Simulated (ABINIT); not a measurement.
# Quasiparticle gap of Sr3SbN (Pm-3m) in ABINIT

Aim: the G0W0 gap of Sr3SbN (Pm-3m) on LDA, step by step.

Main program and level: ABINIT 10.8.3; LDA and many-body steps on it, plane waves.

## Step 1: Set-up

Symmetry: Pm-3m, No. 221, cubic system. The conventional cell has a = 5.195 Å, b = 5.195 Å, c = 5.195 Å, α = 90.00°, β = 90.00°, γ = 90.00°. Nearest to Sr lie 2 N at 2.60 Å. Nearest to Sb lie 12 Sr at 3.67 Å. Nearest to N lie 6 Sr at 2.60 Å. Farther neighbours and most contacts between anions are not listed.

As a file:

```cif
data_structure
_symmetry_space_group_name_H-M 'P 1'
_symmetry_Int_Tables_number 1
_cell_length_a 5.1950
_cell_length_b 5.1950
_cell_length_c 5.1950
_cell_angle_alpha 90.000
_cell_angle_beta 90.000
_cell_angle_gamma 90.000
_cell_volume 140.20
loop_
_atom_site_label
_atom_site_type_symbol
_atom_site_fract_x
_atom_site_fract_y
_atom_site_fract_z
_atom_site_occupancy
Sr1 Sr 0.00000 0.50000 0.50000 1
Sr2 Sr 0.50000 0.50000 0.00000 1
Sr3 Sr 0.50000 0.00000 0.50000 1
Sb4 Sb 0.00000 0.00000 0.00000 1
N5 N 0.50000 0.50000 0.50000 1
```

The cell and positions are those that the Materials Project relaxed with its own functionals (PBE, PBE+U or r2SCAN), kept fixed. Spin-orbit coupling is left out unless a step names it.

## Step 2: Ground state

This step: ABINIT 10.8.3; DFT, LDA, plane waves, norm-conserving pseudopotentials.

The ground-state density comes first.

Contents of run.abi:

```
acell 3*1.0 Angstrom
rprim 
  5.194965140000 0.000000000000 0.000000000000
  0.000000000000 5.194965140000 0.000000000000
  0.000000000000 0.000000000000 5.194965140000
ntypat 3
znucl 38 51 7
natom 5
typat 1 1 1 2 3
xred 
  0.000000000000 0.500000000000 0.500000000000
  0.500000000000 0.500000000000 0.000000000000
  0.500000000000 0.000000000000 0.500000000000
  0.000000000000 0.000000000000 0.000000000000
  0.500000000000 0.500000000000 0.500000000000
pp_dirpath "pseudos"
pseudos "Sr.upf, Sb.upf, N.upf"
ecut 40
ngkpt 4 4 4
nshiftk 1
shiftk 0 0 0
kptopt 1
chksymbreak 0
nband 35
occopt 1
tolvrs 1e-10
nstep 60
prtwf 0
optforces 0
optstress 0
indata_prefix "in"
outdata_prefix "out"
tmpdata_prefix "tmp"
```

Launch:

```bash
$ OMP_NUM_THREADS=1 mpirun -n 8 abinit run.abi > log
```

Numbers of over 12 decimals in the logs are rounded to 6 here.

Output:

```text
.Version 10.8.3 of ABINIT. v10.8.2 released Aug 2026.

 Symmetries : space group Pm -3 m (#221); Bravais cP (primitive cubic)
================================================================================
 Values of the parameters that define the memory need of the present run
     intxc =       0    ionmov =       0      iscf =       7    lmnmax =       6
     lnmax =       6     mgfft =      60  mpssoang =       3    mqgrid =    3001
     natom =       5  nloc_mem =       1    nspden =       1   nspinor =       1
    nsppol =       1      nsym =      48    n1xccc =    2501    ntypat =       3
    occopt =       1   xclevel =       1
-    mband =          35        mffmem =           1         mkmem =           2
       mpw =       11452          nfft =      216000          nkpt =          10
================================================================================
  Rough estimation (10% accuracy) of disk space for files :
================================================================================

--------------------------------------------------------------------------------
------------- Echo of variables that govern the present computation ------------
--------------------------------------------------------------------------------
 -outvars: echo values of preprocessed input variables --------
            acell      1.8897261259E+00  1.8897261259E+00  1.8897261259E+00 Bohr

      chksymbreak           0
             ecut      4.00000000E+01 Hartree
-          fftalg         312

              ixc       -1012
              kpt      0.00000000E+00  0.00000000E+00  0.00000000E+00
                       2.50000000E-01  0.00000000E+00  0.00000000E+00
                       5.00000000E-01  0.00000000E+00  0.00000000E+00
                       2.50000000E-01  2.50000000E-01  0.00000000E+00
                       5.00000000E-01  2.50000000E-01  0.00000000E+00
                       5.00000000E-01  5.00000000E-01  0.00000000E+00
                       2.50000000E-01  2.50000000E-01  2.50000000E-01
                       5.00000000E-01  2.50000000E-01  2.50000000E-01
                       5.00000000E-01  5.00000000E-01  2.50000000E-01
                       5.00000000E-01  5.00000000E-01  5.00000000E-01
         kptrlatt        4    0    0      0    4    0      0    0    4
          kptrlen      3.92682454E+01
P           mkmem           2
            natom           5
            nband          35
            ngfft          60      60      60
             nkpt          10
            nstep          60
             nsym          48
           ntypat           3
              occ      2.000000  2.000000  2.000000  2.000000  2.000000  2.000000
                       2.000000  2.000000  2.000000  2.000000  2.000000  2.000000
                       2.000000  2.000000  2.000000  2.000000  2.000000  2.000000
                       2.000000  2.000000  2.000000  2.000000  2.000000  2.000000
                       2.000000  2.000000  2.000000  2.000000  2.000000  0.000000
                       0.000000  0.000000  0.000000  0.000000  0.000000
        optforces           0
        optstress           0
            prtwf           0
            rprim      5.1949651400E+00  0.0000000000E+00  0.0000000000E+00
                       0.0000000000E+00  5.1949651400E+00  0.0000000000E+00
[...]
spgroup         221

           tolvrs      1.00000000E-10

             xred      0.0000000000E+00  5.0000000000E-01  5.0000000000E-01
[...]
znucl       38.00000   51.00000    7.00000

================================================================================

 chkinp: Checking input parameters for consistency.

================================================================================
== DATASET  1 ==================================================================
-   mpi_nproc: 8, omp_nthreads: 1 (-1 if OMP is not activated)
-    --> not optimal distribution: autoparal keyword recommended in input file <--

--- !DatasetInfo
iteration_state: {dtset: 1, }
dimensions: {natom: 5, nkpt: 10, mband: 35, nsppol: 1, nspinor: 1, nspden: 1, mpw: 11452, }
cutoff_energies: {ecut:  40.0, pawecutdg:  -1.0, }
electrons: {nelect:   5.80000000E+01, charge:   0.00000000E+00, occopt:   1.00000000E+00, tsmear:   1.00000000E-02, }

 Real(R)+Recip(G) space primitive vectors, cartesian coordinates (Bohr,Bohr^-1):
 R(1)=  9.8170613  0.0000000  0.0000000  G(1)=  0.1018635  0.0000000  0.0000000
 R(2)=  0.0000000  9.8170613  0.0000000  G(2)=  0.0000000  0.1018635  0.0000000
 R(3)=  0.0000000  0.0000000  9.8170613  G(3)=  0.0000000  0.0000000  0.1018635
 Unit cell volume ucvol=  9.4611628E+02 bohr^3
 Angles (23,13,12)=  9.00000000E+01  9.00000000E+01  9.00000000E+01 degrees

 getcut: wavevector=  0.0000  0.0000  0.0000  ngfft=  60  60  60
         ecut(hartree)=     40.000   => boxcut(ratio)=   2.14672

--- Pseudopotential description ------------------------------------------------
- Sr Generated using ONCVPSP code by D. R. Hamann
- 38.00000  10.00000  180309                  znucl, zion, pspdat
12 -1012 2 -1 1812                            pspcod,pspxc,lmax,lloc,mmax
     nproj     2     2     2
  pspatm : epsatm=   12.22067766
         --- l  ekb(1:nproj) -->
[...]
pspatm: atomic psp has been read  and splines computed

- Sb Generated using ONCVPSP code by D. R. Hamann
- 51.00000  23.00000  180309                  znucl, zion, pspdat
12 -1012 2 -1 1416                            pspcod,pspxc,lmax,lloc,mmax
     nproj     2     2     2
  pspatm : epsatm=   28.31692806
         --- l  ekb(1:nproj) -->
[...]
pspatm: atomic psp has been read  and splines computed

- N Generated using ONCVPSP code by D. R. Hamann
-  7.00000   5.00000  180309                  znucl, zion, pspdat
12 -1012 1 -1 1058                            pspcod,pspxc,lmax,lloc,mmax
     nproj     2     2     0
  pspatm : epsatm=    5.30777321
         --- l  ekb(1:nproj) -->
[...]
pspatm: atomic psp has been read  and splines computed

   4.07663059E+03                                ecore*ucvol(ha*bohr**3)
--------------------------------------------------------------------------------

_setup2: Arith. and geom. avg. npw (full set) are   11420.609   11420.576

================================================================================

--- !BeginCycle
iteration_state: {dtset: 1, }
solver: {iscf: 7, nstep: 60, nline: 4, wfoptalg: 0, }
tolerances: {tolvrs: 1.00E-10, }

     iter   Etot(hartree)      deltaE(h)  residm     vres2
 ETOT  1  -364.89716494949    -3.649E+02 4.946E-01 4.041E+03
 ETOT  2  -365.24278547405    -3.456E-01 1.690E-02 5.931E+03
 ETOT  3  -366.06860469767    -8.258E-01 8.595E-03 8.360E+02
 ETOT  4  -366.13782235057    -6.922E-02 3.223E-03 3.495E+02
 ETOT  5  -366.15097269961    -1.315E-02 1.164E-03 2.055E+02
 ETOT  6  -366.16908232213    -1.811E-02 3.109E-04 3.266E+00
 ETOT  7  -366.16750863188     1.574E-03 1.822E-04 1.493E+01
 ETOT  8  -366.16948462759    -1.976E-03 4.763E-05 1.033E-01
 ETOT  9  -366.16951026906    -2.564E-05 2.115E-05 3.929E-02
 ETOT 10  -366.16951179024    -1.521E-06 6.781E-06 6.892E-03
 ETOT 11  -366.16951252769    -7.375E-07 5.027E-06 6.707E-05
 ETOT 12  -366.16951253873    -1.104E-08 2.024E-06 2.359E-08
 ETOT 13  -366.16951253876    -2.461E-11 1.568E-06 8.737E-10
 ETOT 14  -366.16951253876    -6.253E-12 5.566E-07 6.092E-11

 At SCF step   14       vres2   =  6.09E-11 < tolvrs=  1.00E-10 =>converged.

--- !ResultsGS
iteration_state: {dtset: 1, }
comment   : Summary of ground state results
lattice_vectors:
- [  9.8170613,   0.0000000,   0.0000000, ]
- [  0.0000000,   9.8170613,   0.0000000, ]
- [  0.0000000,   0.0000000,   9.8170613, ]
lattice_lengths: [   9.81706,    9.81706,    9.81706, ]
lattice_angles: [ 90.000,  90.000,  90.000, ] # degrees, (23, 13, 12)
lattice_volume:   9.4611628E+02
convergence: {deltae: -6.253E-12, res2:  6.092E-11, residm:  5.566E-07, diffor:  0.000E+00, }
etotal    :  -3.66169513E+02
entropy   :   0.00000000E+00
fermie    :   2.45032839E-01
cartesian_stress_tensor: null
pressure_GPa: null
xred      :
- [  0.0000E+00,   5.0000E-01,   5.0000E-01, Sr]
- [  5.0000E-01,   5.0000E-01,   0.0000E+00, Sr]
- [  5.0000E-01,   0.0000E+00,   5.0000E-01, Sr]
- [  0.0000E+00,   0.0000E+00,   0.0000E+00, Sb]
- [  5.0000E-01,   5.0000E-01,   5.0000E-01,  N]
cartesian_forces: null
force_length_stats: {min: null, max: null, mean: null, }

 Integrated electronic density in atomic spheres:
 ------------------------------------------------
 Atom  Sphere_radius  Integrated_density
[...]
================================================================================

 ----iterations are completed or convergence reached----

 Mean square residual over all n,k,spin=   25.972E-10; max=  55.662E-08
 reduced coordinates (array xred) for    5 atoms
[...]
0.500000000000      0.500000000000      0.000000000000
       0.500000000000      0.000000000000      0.500000000000
       0.000000000000      0.000000000000      0.000000000000
       0.500000000000      0.500000000000      0.500000000000
 rms dE/dt=  0.0000E+00; max dE/dt=  0.0000E+00; dE/dt below (all hartree)
    1       0.000000000000      0.000000000000      0.000000000000
    2       0.000000000000      0.000000000000      0.000000000000
    3       0.000000000000      0.000000000000      0.000000000000
    4       0.000000000000      0.000000000000      0.000000000000
    5       0.000000000000      0.000000000000      0.000000000000

 cartesian coordinates (angstrom) at end:
    1      0.000000     2.597483     2.597483
    2      2.597483     2.597483     0.000000
    3      2.597483     0.000000     2.597483
    4      0.000000     0.000000     0.000000
    5      2.597483     2.597483     2.597483
 length scales=  1.889726125908  1.889726125908  1.889726125908 bohr
              =  1.000000000000  1.000000000000  1.000000000000 angstroms
 prteigrs : about to open file out_EIG
 Fermi (or HOMO) energy (hartree) =   0.24503   Average Vxc (hartree)=  -0.35852
 Eigenvalues (hartree) for nkpt=  10  k points:
 kpt#   1, nband= 35, wtk=  0.01563, kpt=  0.0000  0.0000  0.0000 (reduced coord)
  -5.00169   -3.27819   -3.27819   -3.27819   -1.03843   -1.03450   -1.03450   -0.77731
  -0.77731   -0.77731   -0.77716   -0.77716   -0.39031   -0.39031   -0.39031   -0.37953
  -0.37953   -0.37953   -0.36597   -0.36597   -0.36597   -0.18299   -0.07456    0.21121
   0.21121    0.21121    0.24503    0.24503    0.24503    0.25423    0.25423    0.27722
   0.29335    0.29335    0.29335
 prteigrs : prtvol=0 or 1, do not print more k-points.

--- !EnergyTerms
iteration_state     : {dtset: 1, }
comment             : Components of total free energy in Hartree
kinetic             :  1.19919010492054E+02
hartree             :  1.15567080738868E+02
xc                  : -6.25128700445108E+01
Ewald energy        : -1.93014462785388E+02
psp_core            :  4.30880503526998E+00
local_psp           : -3.54939567385644E+02
non_local_psp       :  4.50249141058830E+00
total_energy        : -3.66169512538763E+02
total_energy_eV     : -9.96398003719485E+03
band_energy         : -4.86774754930864E+01

== END DATASET(S) ==============================================================
================================================================================

 -outvars: echo values of variables after computation  --------
           etotal     -3.6616951254E+02
            nband          35
             nkpt          10
          spgroup         221
 [... the other variables as echoed above ...]

 Calculation completed.
```

It took 1.8 min on 8 MPI ranks of Arm Neoverse N1, shared host; peak memory 0.89 GiB; 14 min of CPU time.

This step gave:

| Item | Value |
| --- | --- |
| total energy | -9963.9800 eV |
| gap | 0.2503 eV |
| k of the valence top | 0, 0, 0 |
| k of the conduction bottom | 0, 0, 0 |
| least direct gap | 0.2503 eV |

The gap is direct, at Γ.

(Continued in part 2 of 3.)

[Paths, hosts, dates, memory and timing lines, banners, echoed tables and standing remarks are left out of the program output.]

[Logs are printed without paths, hosts, clocks, repeated set-up lines and the standing remarks that a program may print on its own settings, such as how far it seeks lower states.]

[Runs of the session that timed out or met a known fault of the program may be left out.]

[Hosts, paths, dates, database ids (printed as entryN), source tags and the programs' standing remarks are cut or masked in the printed files.]

[G0W0 gaps are taken among the corrected bands and points alone; a level outside them can change the order at an edge.]

[Where Ansatz stands beside ABINIT at settings called matched, ABINIT's density can come from a denser mesh and the files from another edition; pairs whose starting gaps differed by over 0.03 eV were left out, so agreement reads better than it is.]
